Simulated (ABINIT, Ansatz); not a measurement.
# How the form of the self-energy moves the gap of Cs2NaAlH6 (Fm-3m)

Aim: compare treatments of exchange, screening and correlation for the gap of Cs2NaAlH6 (Fm-3m).

Main program and level: ABINIT 10.8.3; LDA and many-body steps on it, plane waves.

This is a report of a sequence of runs, with most program output left out.

**1. Starting point**

It takes space group Fm-3m (No. 225, cubic). The conventional cell has a = 8.626 Å, b = 8.626 Å, c = 8.626 Å, α = 90.00°, β = 90.00°, γ = 90.00°. Cs has 12 H at 3.07 Å nearest. Na has 6 H at 2.51 Å nearest. Al has 6 H at 1.80 Å nearest. Nearest to H lie 1 Al at 1.80 Å and 1 Na at 2.51 Å and 4 H at 2.55 Å and 4 Cs at 3.07 Å. Farther neighbours are not listed.

The cell and positions are those that the Materials Project relaxed with its own functionals (PBE, PBE+U or r2SCAN), kept fixed. Spin-orbit coupling is left out unless a step names it.

**2. Empty states on the mesh, 2×2×2 mesh, 304 bands**

This step: ABINIT 10.8.3; DFT, LDA, plane waves, norm-conserving pseudopotentials.

The sums over transitions need many empty states on a uniform mesh; this step solves for them.

The input, run.abi:

```
acell 3*1.0 Angstrom
rprim 
  -0.000000000000 4.312959000000 4.312959000000
  4.312959000000 -0.000000000000 4.312959000000
  4.312959000000 4.312959000000 -0.000000000000
ntypat 4
znucl 55 11 13 1
natom 10
typat 1 1 2 3 4 4 4 4 4 4
xred 
  0.250000000000 0.250000000000 0.250000000000
  0.750000000000 0.750000000000 0.750000000000
  0.500000000000 0.500000000000 0.500000000000
  -0.000000000000 -0.000000000000 0.000000000000
  0.208755000000 0.791245000000 0.791245000000
  0.208755000000 0.791245000000 0.208755000000
  0.791245000000 0.208755000000 0.791245000000
  0.791245000000 0.791245000000 0.208755000000
  0.208755000000 0.208755000000 0.791245000000
  0.791245000000 0.208755000000 0.208755000000
pp_dirpath "pseudos"
pseudos "Cs.upf, Na.upf, Al.upf, H.upf"
ecut 38
ngkpt 2 2 2
nshiftk 1
shiftk 0 0 0
kptopt 1
chksymbreak 0
iscf -2
irdden 1
istwfk *1
nband 304
nbdbuf 26
tolwfr 1e-09
nstep 60
prtvol 0
indata_prefix "in"
outdata_prefix "out"
tmpdata_prefix "tmp"
```

Run with:

```sh
$ OMP_NUM_THREADS=1 mpirun -n 4 abinit run.abi > log
```

Run time: 6 min. Hardware: 4 MPI ranks of Arm Neoverse N1, shared host; peak memory 0.68 GiB.

Numbers from this step:

```yaml
gap: 1.756 eV
k_of_the_valence_top: 0.5, 0.5, 0
k_of_the_conduction_bottom: 0, 0, 0
least_direct_gap: 2.221 eV
k_points_computed: 3
lowest_point_of_the_top_converged_band_above_the_valence_top: 70.9311 eV
```

On this mesh the gap is 1.756 eV.

The density comes from a self-consistent run that is not shown.

**3. Screening, 2×2×2 mesh, 124 bands, screening to 114.3 eV**

The RPA dielectric matrix is built and inverted for each q.

This step: RPA screening on LDA, plane waves, norm-conserving pseudopotentials.

run.abi: that of step 2 with these lines changed.

```diff
@@ -28,10 +28,11 @@
 chksymbreak 0
-iscf -2
-irdden 1
 istwfk *1
-nband 304
-nbdbuf 26
-tolwfr 1e-09
-nstep 60
-prtvol 0
+occopt 1
+irdwfk 1
+optdriver 3
+nband 124
+ecuteps 4.2
+inclvkb 2
+awtr 1
+symchi 1
 indata_prefix "in"
```

Elapsed: 57 s, on 4 MPI ranks; peak memory 2.2 GiB; 3.8 min of CPU time.

Numbers from this step:

* ε∞ with local fields, on this mesh, along the program's q direction: 4.382
* the same without local fields: 5.038
* plasma frequency: 17.59 eV
* plane waves in the screening matrix: 459

Local fields lower ε∞ by 13 %. On a Γ-centred mesh this coarse the value itself is usually too large, while a short band sum pulls it down.

**4. G0W0, Godby-Needs plasmon pole**

The self-energy is evaluated for the states that the input lists, and the levels follow from it, in one-shot runs by the linearised quasiparticle equation.

This step: G0W0 on LDA, plane waves, norm-conserving pseudopotentials.

run.abi: that of step 3 with these lines changed.

```diff
@@ -31,8 +31,17 @@
 irdwfk 1
-optdriver 3
+optdriver 4
 nband 124
+gwcalctyp 0
+ecutsigx 38
+symsigma 1
+nkptgw 2
+kptgw 
+  0.5000000000 0.5000000000 0.0000000000
+  0.0000000000 0.0000000000 0.0000000000
+bdgw 
+  17 20
+  17 22
 ecuteps 4.2
-inclvkb 2
-awtr 1
-symchi 1
+irdscr 1
+ppmodel 1
 indata_prefix "in"
```

The job ended after 28 s (4 MPI ranks; peak memory 1.5 GiB; 1.9 min of CPU time).

This step gave:

```
G0W0 gap on the points computed              : 3.554 eV
starting gap on the mesh                     : 1.756 eV
k of the valence top                         : 0.5, 0.5, 0
k of the conduction bottom                   : 0, 0, 0
Z at the valence top                         : 0.788
Z at the conduction bottom                   : 0.83
least direct G0W0 gap on the computed points : 3.979 eV
```

The gap on the mesh goes from 1.76 eV to 3.55 eV, a correction of +1.80 eV.

**5. G0W0, Engel-Farid plasmon pole**

run.abi: that of step 4 with these lines changed.

```diff
@@ -45,3 +45,3 @@
 irdscr 1
-ppmodel 1
+ppmodel 4
 indata_prefix "in"
```

Run time: 18 s. Hardware: 4 MPI ranks; peak memory 1.4 GiB.

Numbers from this step:

| Quantity | Value |
| --- | --- |
| G0W0 gap on the points computed | 3.568 eV |
| starting gap on the mesh | 1.756 eV |
| k of the valence top | 0.5, 0.5, 0 |
| k of the conduction bottom | 0, 0, 0 |
| Z at the valence top | 0.794 |
| Z at the conduction bottom | 0.834 |
| least direct G0W0 gap on the computed points | 4 eV |

Against G0W0 in ABINIT (2×2×2 mesh, 124 bands, screening to 114.3 eV, Godby-Needs plasmon pole), the gap moves by +0.014 eV.

**6. G0W0, Hybertsen-Louie plasmon pole**

run.abi: that of step 5 with these lines changed.

```diff
@@ -45,3 +45,3 @@
 irdscr 1
-ppmodel 4
+ppmodel 2
 indata_prefix "in"
```

It took 28 s on 4 MPI ranks; peak memory 1.4 GiB; 1.8 min of CPU time.

Numbers from this step:

```yaml
g0w0_gap_on_the_points_computed: 3.395 eV
starting_gap_on_the_mesh: 1.756 eV
k_of_the_valence_top: 0.5, 0.5, 0
k_of_the_conduction_bottom: 0, 0, 0
least_direct_g0w0_gap_on_the_computed_points: 3.837 eV
```

Against G0W0 in ABINIT (2×2×2 mesh, 124 bands, screening to 114.3 eV, Godby-Needs plasmon pole), the gap moves by −0.159 eV.

**7. One-shot COHSEX**

This step: one-shot COHSEX on LDA, plane waves, norm-conserving pseudopotentials.

run.abi: that of step 6 with these lines changed.

```diff
@@ -33,3 +33,3 @@
 nband 124
-gwcalctyp 0
+gwcalctyp 7
 ecutsigx 38
@@ -45,3 +45,2 @@
 irdscr 1
-ppmodel 2
 indata_prefix "in"
```

Run time: 8.9 s. Hardware: 4 MPI ranks; peak memory 1 GiB.

This step gave:

```
quasiparticle gap on the points computed              : 4.606 eV
starting gap on the mesh                              : 1.756 eV
k of the valence top                                  : 0.5, 0.5, 0
k of the conduction bottom                            : 0, 0, 0
least direct quasiparticle gap on the computed points : 4.945 eV
```

Against G0W0 in ABINIT (2×2×2 mesh, 124 bands, screening to 114.3 eV, Godby-Needs plasmon pole), the gap moves by +1.052 eV.

**8. One-shot Hartree-Fock**

This step: one-shot Hartree-Fock on LDA, plane waves, norm-conserving pseudopotentials.

run.abi: that of step 7 with these lines changed.

```diff
@@ -32,4 +32,4 @@
 optdriver 4
-nband 124
-gwcalctyp 7
+nband 22
+gwcalctyp 5
 ecutsigx 38
@@ -43,4 +43,4 @@
   17 22
-ecuteps 4.2
-irdscr 1
+ixc_sigma 40
+fftgw 31
 indata_prefix "in"
```

The job ended after 8.4 s (4 MPI ranks; peak memory 0.97 GiB).

Numbers from this step:

- quasiparticle gap on the points computed: 8.902 eV
- starting gap on the mesh: 1.756 eV
- k of the valence top: 0.5, 0.5, 0
- k of the conduction bottom: 0, 0, 0
- least direct quasiparticle gap on the computed points: 9.214 eV

Against G0W0 in ABINIT (2×2×2 mesh, 124 bands, screening to 114.3 eV, Godby-Needs plasmon pole), the gap moves by +5.348 eV.

**9. Screening, 2×2×2 mesh, 124 bands, screening to 114.3 eV**

This step: RPA screening on LDA, plane waves, norm-conserving pseudopotentials.

run.abi: that of step 8 with these lines changed.

```diff
@@ -31,16 +31,14 @@
 irdwfk 1
-optdriver 4
-nband 22
-gwcalctyp 5
-ecutsigx 38
-symsigma 1
-nkptgw 2
-kptgw 
-  0.5000000000 0.5000000000 0.0000000000
-  0.0000000000 0.0000000000 0.0000000000
-bdgw 
-  17 20
-  17 22
-ixc_sigma 40
-fftgw 31
+optdriver 3
+nband 124
+ecuteps 4.2
+inclvkb 2
+awtr 1
+symchi 1
+gwcalctyp 2
+nfreqre 16
+freqremax 40 eV
+nfreqim 8
+spmeth 1
+nomegasf 120
 indata_prefix "in"
```

Elapsed: 77 s, on 4 MPI ranks; peak memory 3.6 GiB.

Numbers from this step:

* ε∞ with local fields, on this mesh, along the program's q direction: 4.402
* the same without local fields: 5.064
* plasma frequency: 17.59 eV
* plane waves in the screening matrix: 459

**10. G0W0, contour deformation**

This step: G0W0 on LDA, plane waves, norm-conserving pseudopotentials.

run.abi: that of step 9 with these lines changed.

```diff
@@ -31,14 +31,16 @@
 irdwfk 1
-optdriver 3
+optdriver 4
 nband 124
+gwcalctyp 2
+ecutsigx 38
+symsigma 1
+nkptgw 2
+kptgw 
+  0.5000000000 0.5000000000 0.0000000000
+  0.0000000000 0.0000000000 0.0000000000
+bdgw 
+  17 20
+  17 22
 ecuteps 4.2
-inclvkb 2
-awtr 1
-symchi 1
-gwcalctyp 2
-nfreqre 16
-freqremax 40 eV
-nfreqim 8
-spmeth 1
-nomegasf 120
+irdscr 1
 indata_prefix "in"
```

The job ended after 21 s (4 MPI ranks; peak memory 2 GiB).

This step gave:

| Quantity | Value |
| --- | --- |
| G0W0 gap on the points computed | 3.513 eV |
| starting gap on the mesh | 1.756 eV |
| k of the valence top | 0.5, 0.5, 0 |
| k of the conduction bottom | 0, 0, 0 |
| least direct G0W0 gap on the computed points | 3.936 eV |

Against G0W0 in ABINIT (2×2×2 mesh, 124 bands, screening to 114.3 eV, Godby-Needs plasmon pole), the gap moves by −0.041 eV.

**11. The runs together**

Times are wall times on 4 MPI ranks of Arm Neoverse N1, shared host, good to a factor of about two. A run's time includes the screening step that it read.

| run | mesh | bands | screening cutoff (eV) | DFT gap (eV) | gap on the mesh (eV) | direct (eV) | ε∞ used | time |
| --- | --- | --- | --- | --- | --- | --- | --- | --- |
| G0W0, Godby-Needs plasmon pole | 2×2×2 | 124 | 114.3 | 1.756 | 3.554 | 3.979 | 4.38 | 85 s |
| G0W0, Engel-Farid plasmon pole | 2×2×2 | 124 | 114.3 | 1.756 | 3.568 | 4.000 | 4.38 | 74 s |
| G0W0, Hybertsen-Louie plasmon pole | 2×2×2 | 124 | 114.3 | 1.756 | 3.395 | 3.837 | 4.38 | 85 s |
| one-shot COHSEX | 2×2×2 | 124 | 114.3 | 1.756 | 4.606 | 4.945 | 4.38 | 66 s |
| one-shot Hartree-Fock | 2×2×2 | - | - | 1.756 | 8.902 | 9.214 | - | 8.4 s |
| G0W0, contour deformation | 2×2×2 | 124 | 114.3 | 1.756 | 3.513 | 3.936 | 4.40 | 98 s |

**12. Summary of results**

```json
{"G0W0, Godby-Needs plasmon pole": "3.554 eV", "G0W0, Engel-Farid plasmon pole": "3.568 eV", "G0W0, Hybertsen-Louie plasmon pole": "3.395 eV", "one-shot COHSEX": "4.606 eV", "one-shot Hartree-Fock": "8.902 eV", "G0W0, contour deformation": "3.513 eV", "known limits": "not at the basis limit; no spin-orbit coupling; coarse k mesh"}
```

G0W0, Engel-Farid plasmon pole: +0.014 eV against G0W0, Godby-Needs plasmon pole. G0W0, Hybertsen-Louie plasmon pole: −0.159 eV against G0W0, Godby-Needs plasmon pole. One-shot COHSEX: +1.052 eV against G0W0, Godby-Needs plasmon pole. One-shot Hartree-Fock: +5.348 eV against G0W0, Godby-Needs plasmon pole. G0W0, contour deformation: −0.041 eV against G0W0, Godby-Needs plasmon pole. Bare exchange alone opens the gap to 8.90 eV; against G0W0, correlation takes back 5.35 eV. Static COHSEX lies above G0W0: it lacks the factor Z and overstates the Coulomb hole of the filled states. Bands and cutoff are finite, so the gap is not at the basis limit. The miss can reach some tenths of an eV and take either sign; the mesh is an error of its own. In the G0W0 runs levels were corrected at 2 k points alone, so a gap called «on the mesh» is the least over those, and an edge elsewhere would be missed. The 2×2×2 mesh is coarse for this cell, which bears on the long-range parts of exchange and screening. The many-body steps are scalar-relativistic: spin-orbit coupling is not in them.

[Paths, hosts, dates, memory and timing lines, banners, echoed tables and standing remarks are left out of the program output.]

[Logs are printed without paths, hosts, clocks, repeated set-up lines and the standing remarks that a program may print on its own settings, such as how far it seeks lower states.]

[Runs of the session that timed out or met a known fault of the program may be left out.]

[Hosts, paths, dates, database ids (printed as entryN), source tags and the programs' standing remarks are cut or masked in the printed files.]

[G0W0 gaps are taken among the corrected bands and points alone; a level outside them can change the order at an edge.]

[Where Ansatz stands beside ABINIT at settings called matched, ABINIT's density can come from a denser mesh and the files from another edition; pairs whose starting gaps differed by over 0.03 eV were left out, so agreement reads better than it is.]
